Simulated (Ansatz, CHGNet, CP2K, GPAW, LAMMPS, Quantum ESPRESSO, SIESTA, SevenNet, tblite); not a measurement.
# tblite runs on glassy 53P2O5-24SrO-24Li2O (mol %) (83 atoms)

Aim: run glassy 53P2O5-24SrO-24Li2O (mol %) (83 atoms) in tblite and see how near its forces come to a plane-wave reference, and at what cost.

Program: tblite 0.8.0. Level of theory: the method is named at each step. Results are calculated unless marked as measured.

## 1. The structure

The cell holds 83 atoms: 18 P, 4 Sr, 8 Li and 53 O. Its edges and angles: a = 10.375 Å, b = 10.375 Å, c = 10.375 Å, α = 90.0°, β = 90.0°, γ = 90.0°. 83 atoms (18 P, 4 Sr, 8 Li, 53 O) placed at random at 2.74 g/cm³, melted at 4000 K for 10 ps at fixed volume with the Morse and Coulomb pair potential with partial charges (Pedone, Malavasi, Menziani, Cormack and Segre, J. Phys. Chem. B 110, 11780 (2006)). Quenched from 4000 K to 300 K at 20 K/ps and fixed volume, held 10 ps at zero pressure, then minimised at fixed cell.

The yardstick, on the same geometry:

- method: Kohn-Sham DFT, PBE, SSSP efficiency 1.3.0 pseudopotentials, plane waves (Quantum ESPRESSO 7.5); sssp-pbe-1.3.0-efficiency, cutoffs 60/480 Ry, Γ point
- r.m.s. force component: 1.241 eV/Å
- longest force: 4.752 eV/Å
- pressure: 2.693 GPa
- gap (highest filled to lowest empty level): 2.265 eV
- time: 2.9 min on 4 MPI ranks of Arm Neoverse V1, shared host
- CPU time: 11 min

## 2. GFN1-xTB

Method: GFN1-xTB tight binding, diagonalisation.

File run.py:

```python
import numpy as np
from ase.io import read
from tblite.ase import TBLite

atoms = read("structure.xyz")
atoms.calc = TBLite(method="GFN1-xTB", electronic_temperature=580, accuracy=1.0, max_iterations=250, mixer_damping=0.4, verbosity=1)
energy = atoms.get_potential_energy()
forces = atoms.get_forces()
print(f"energy {energy:.6f} eV")
print("forces (eV/A)")
for i, (a, f) in enumerate(zip(atoms, forces)):
    print(f"{i:4d} {a.symbol:2s} {f[0]:10.5f} {f[1]:10.5f} {f[2]:10.5f}")
stress = -atoms.get_stress(voigt=False) * 160.21766
print("stress (GPa, compression positive)")
for row in stress:
    print(" ".join(f"{x:10.4f}" for x in row))
print("charges (e)")
print(np.array2string(atoms.get_charges(), precision=4, suppress_small=True, max_line_width=110, threshold=100000))
```

File structure.xyz:

```xyz
83
Lattice="10.37499 0.00000 0.00000 0.00000 10.37499 0.00000 0.00000 0.00000 10.37499" Properties=species:S:1:pos:R:3 pbc="T T T"
P 7.11154 9.11474 0.64076
P 2.47568 3.37851 7.41086
P 3.40393 7.65218 3.27445
P 0.78549 9.29412 7.49303
P 4.62735 5.02450 6.35323
P 7.48203 0.97764 6.99171
P 5.62231 6.47306 1.43445
P 7.87586 2.49021 2.79658
P 1.90298 3.56288 2.57870
P 4.60079 0.56865 0.55579
P 3.07318 8.64486 9.44010
P 8.41017 8.09073 4.93694
P 9.77812 0.23738 3.78656
P 9.61606 5.57469 8.70389
P 0.90522 8.80266 1.75213
P 10.32239 1.87082 7.62178
P 5.17349 7.90325 7.32941
P 8.23048 8.33879 8.11542
Sr 9.29858 5.53547 2.22855
Sr 6.82446 3.64702 9.60745
Sr 0.85770 5.93066 5.36667
Sr 3.54399 0.80780 4.62828
Li 2.02873 5.60415 0.07107
Li 6.91317 5.07866 4.11285
Li 5.73716 9.59147 4.75237
Li 10.00315 3.14383 0.37651
Li 4.87573 2.31165 8.29231
Li 0.84618 1.21709 0.35929
Li 4.92065 3.28047 3.55800
Li 3.81634 3.99001 0.04440
O 9.85863 8.85433 8.17528
O 10.36856 7.67770 1.40944
O 7.81683 8.91699 9.67281
O 10.22061 1.98328 9.12138
O 5.21364 4.66771 5.03135
O 2.68142 7.51035 10.31606
O 6.40635 2.16682 2.76462
O 0.24070 9.80229 2.76193
O 2.97409 6.64217 4.28674
O 5.30318 4.31413 7.50516
O 2.57860 3.81385 8.83534
O 3.94779 0.51833 1.88493
O 6.65877 5.80398 2.28457
O 6.95622 8.03470 4.60867
O 0.47818 5.91831 7.90356
O 0.90947 4.41414 3.35102
O 6.87395 0.93167 5.63746
O 6.66396 1.60397 8.07371
O 8.80391 1.28567 3.21220
O 5.29176 5.57355 0.28189
O 8.00213 9.41862 1.77485
O 3.79538 9.88571 10.04092
O 4.66345 1.90941 10.27083
O 3.28161 2.14192 7.09639
O 9.23291 7.03580 4.26910
O 1.00689 8.63842 6.17800
[... 23 atom lines left out ...]
O 6.28704 7.80376 0.89339
O 5.99726 10.20671 0.53327
O 8.15920 3.61828 3.75813
O 4.79906 6.54849 6.67994
```

Command:

```console
$ OMP_NUM_THREADS=1 python run.py > output.txt
```

What it wrote:

```text
------------------------------------------------------------
  cycle        total energy    energy error   density error
------------------------------------------------------------
      1     -274.4978143569  -2.7569141E+02   1.0210975E+00
      2      2092.599404138   2.3670972E+03   2.0985795E+00
      3      1294.451657788  -7.9814775E+02   1.6633504E+00
      4      205.2510592721  -1.0892006E+03   9.2261800E-01
      5     -250.9077147451  -4.5615877E+02   3.2177857E-01
      6      141.0345282781   3.9194224E+02   7.9019732E-01
      7     -291.4833522455  -4.3251788E+02   2.2815373E-01
      8     -302.7430165993  -1.1259664E+01   2.0535860E-01
      9     -283.4872663962   1.9255750E+01   1.8521791E-01
     10     -280.8901848413   2.5970816E+00   1.7344716E-01
     11     -280.4154020976   4.7478274E-01   1.6795033E-01
     12     -287.0288858559  -6.6134838E+00   1.4523988E-01
     13     -295.0682946394  -8.0394088E+00   1.1323672E-01
     14     -303.7014331019  -8.6331385E+00   6.7244711E-02
     15     -307.1754038139  -3.4739707E+00   2.2826597E-02
     16     -306.5025861998   6.7281761E-01   3.2873750E-02
     17     -306.5058344671  -3.2482673E-03   3.1830158E-02
     18     -307.3511718960  -8.4533743E-01   7.3715382E-03
     19     -307.3062811935   4.4890703E-02   8.5688157E-03
     20     -307.3205844727  -1.4303279E-02   7.5592299E-03
     21     -307.3716027983  -5.1018326E-02   2.5267898E-03
     22     -307.3765325732  -4.9297749E-03   8.0083007E-04
     23     -307.3765604963  -2.7923075E-05   7.5719227E-04
     24     -307.3767322679  -1.7177166E-04   6.1678419E-04
     25     -307.3770568905  -3.2462256E-04   2.2416393E-04
     26     -307.3770880899  -3.1199383E-05   1.2439526E-04
     27     -307.3771010697  -1.2979837E-05   4.3780001E-05
     28     -307.3771020394  -9.6973184E-07   2.4784130E-05
     29     -307.3771021943  -1.5488911E-07   2.0839031E-05
     30     -307.3771024246  -2.3024796E-07   1.4010392E-05
------------------------------------------------------------
 total:                                   5.107 sec
energy -8364.156989 eV
forces (eV/A)
   0 P     1.67384    0.08197    2.46900
   1 P     3.01864   -2.09300    2.50484
   2 P    -0.26163    0.63069    3.40759
   3 P    -1.32119   -2.14670   -3.24926
   4 P     2.68562   -3.23483    0.76655
   5 P    -2.75559   -1.39136   -0.18808
   6 P     1.74869   -2.33595   -0.68795
   7 P    -2.02117    3.18535   -1.26097
   8 P    -0.40792   -0.06271   -0.67180
   9 P    -1.12361    1.52195    1.98694
  10 P    -0.24008   -2.26732    3.35916
  11 P    -1.88810   -2.31652   -0.83873
  12 P     2.06737    1.31911    2.74881
  13 P     1.85638   -2.52186   -1.24398
  14 P    -1.04044   -0.81351   -3.54411
  15 P    -0.85116   -0.03989    3.88751
  16 P     0.65741    3.15754   -1.10804
  17 P     0.64130   -0.57953   -1.47456
  18 Sr    0.31779    0.07488   -0.11668
  19 Sr    1.51554    0.58563    0.23521
  20 Sr    0.08384    0.14283    0.25311
  21 Sr   -1.44704    0.65911   -0.44154
  22 Li   -0.37773    0.33607    0.27914
  23 Li   -0.02082    0.01080   -0.07771
[...]
75 O    -2.30590    0.60651   -2.27130
  76 O     0.09172   -0.79164    0.69617
  77 O    -0.03751   -0.53132   -1.18030
  78 O     1.27313    1.18070   -2.17253
  79 O    -0.18938    0.28895   -0.64312
  80 O     0.48788    0.70463   -0.56782
  81 O     0.16161    1.08570    0.88450
  82 O    -0.56529    1.12557   -0.42333
stress (GPa, compression positive)
    0.6764     0.0380     0.0546
    0.0380    -0.9799     0.4205
    0.0546     0.4205    -1.4898
charges (e)
[ 0.5286  0.5255  0.5234  0.5338  0.5283  0.5262  0.519   0.5132  0.511   0.524   0.542   0.5199  0.534
  0.5101  0.5265  0.5468  0.5344  0.5682  1.192   1.2207  1.2407  1.2187  0.743   0.745   0.772   0.7037
  0.7449  0.7433  0.7133  0.6804 -0.23   -0.4346 -0.2308 -0.4577 -0.4424 -0.3769 -0.5234 -0.2251 -0.4361
 -0.5034 -0.4765 -0.4012 -0.4932 -0.4813 -0.5136 -0.5381 -0.44   -0.4917 -0.2035 -0.4824 -0.3596 -0.2255
 -0.4763 -0.5044 -0.4767 -0.3708 -0.2866 -0.2238 -0.2365 -0.1876 -0.4794 -0.5574 -0.4125 -0.1837 -0.5313
 -0.5546 -0.2948 -0.5893 -0.2131 -0.2474 -0.2231 -0.5482 -0.2314 -0.4581 -0.253  -0.1892 -0.3022 -0.4206
 -0.6094 -0.2434 -0.229  -0.5356 -0.1963]
```

The job ended after 5.6 s (1 thread of Arm Neoverse V1, shared host; peak memory 0.14 GiB).

Banners, paths, timers and routine set-up lines are dropped from the logs unmarked, and long logs keep their key lines alone; longer cuts are marked.

Compared with the plane-wave run:

- r.m.s. force component: 1.219 eV/Å
- r.m.s. difference of force components: 489.2 meV/Å
- longest difference of force vectors: 2195 meV/Å
- force difference over r.m.s. force: 39.41 %
- slope of forces against the reference's: 0.9046
- correlation of force components: 0.9211
- pressure: -0.5978 GPa
- pressure difference: -3.291 GPa

Length of the force difference by element (eV/Å):

```
element  atoms  mean  most
     Li      8  0.27  0.40
      O     53  0.63   1.5
      P     18   1.3   2.2
     Sr      4  0.37  0.51
```

A closer look about Sr19, one of the 4 Sr atoms: 10 atoms, nearest first, numbered in the order of the input, with positions taken from that point.

```
atom      x      y      z  distance (Å)  bonds  Mulliken charge (e)     Fx     Fy  Fz (eV/Å)
Sr19   0.00   0.00   0.00          0.00      7                 1.19   0.32   0.07      -0.12
 O32   1.07   2.14  -0.82          2.53      2                -0.43  -0.10  -0.58       0.66
 O55  -0.07   1.50   2.04          2.53      3                -0.48   0.85  -0.98      -0.33
 O46   1.99  -1.12   1.12          2.54      3                -0.54  -1.71   1.80       1.45
 O72   0.63  -0.41  -2.49          2.60      3                -0.55   0.18   0.17       2.19
 O43  -2.64   0.27   0.06          2.65      3                -0.49   0.36  -0.17       1.22
 O82  -1.14  -1.92   1.53          2.70      3                -0.54   0.16   1.09       0.88
 O66  -1.02  -2.61  -0.84          2.92      4                -0.55   0.92   0.18      -1.50
Li24  -2.39  -0.46   1.88          3.07      3                 0.74  -0.02   0.01      -0.08
Li26   0.70  -2.39  -1.85          3.11      4                 0.70  -0.21   0.42       0.13
```

Atoms are counted from 1 here, from 0 in the log.

Forces lie 39 % from the reference's, at 0.0082 times its CPU time (on 1 against 4 cores).

## 3. Results

```
force difference from the reference : tblite GFN1-xTB, 39 %
its CPU time                        : 5.6 s
```

What this shows: Tight binding differs by 39 % (tblite GFN1-xTB); it is another model, with fitted parameters of its own, and the xTB methods hold dispersion. One electronic-structure run takes under half the reference's CPU time: tblite GFN1-xTB, at 39 % in 5.6 s against 11 min; its pressure misses by -3.3 GPa. Periodic xTB results under one method name differ between programs and library versions. The reference's pressure holds the uncorrected Pulay stress of its 60 Ry basis, so small pressure differences, and their order, may be the reference's own error. In our tests on small cells the SSSP efficiency potentials stood apart from two norm-conserving sets, for C–F bonds most and for P–O bonds less, so differences between them and other runs here needn't be the other run's error. The quench rate of 20 K/ps is many orders above laboratory rates, so the cell is likely richer in defects and strain than a real sample. The network of bonds at the start is that of the classical potential that made the cell, and needn't be the one that DFT or experiment would give. The reference's pressure of 2.7 GPa belongs to a cell and atoms that aren't relaxed at this level. The electronic-structure runs sample only Γ, in a cell whose shortest periodic width is 10 Å.

[Also dropped from logs without a mark: logging warnings of Python, and SIESTA's first energy breakdown and zero terms.]

[Logs are printed without paths, hosts, clocks, repeated set-up lines and the standing remarks that a program may print on its own settings, such as how far it seeks lower states.]

[Hosts, paths, dates, database ids (printed as entryN), source tags and the programs' standing remarks are cut or masked in the printed files.]
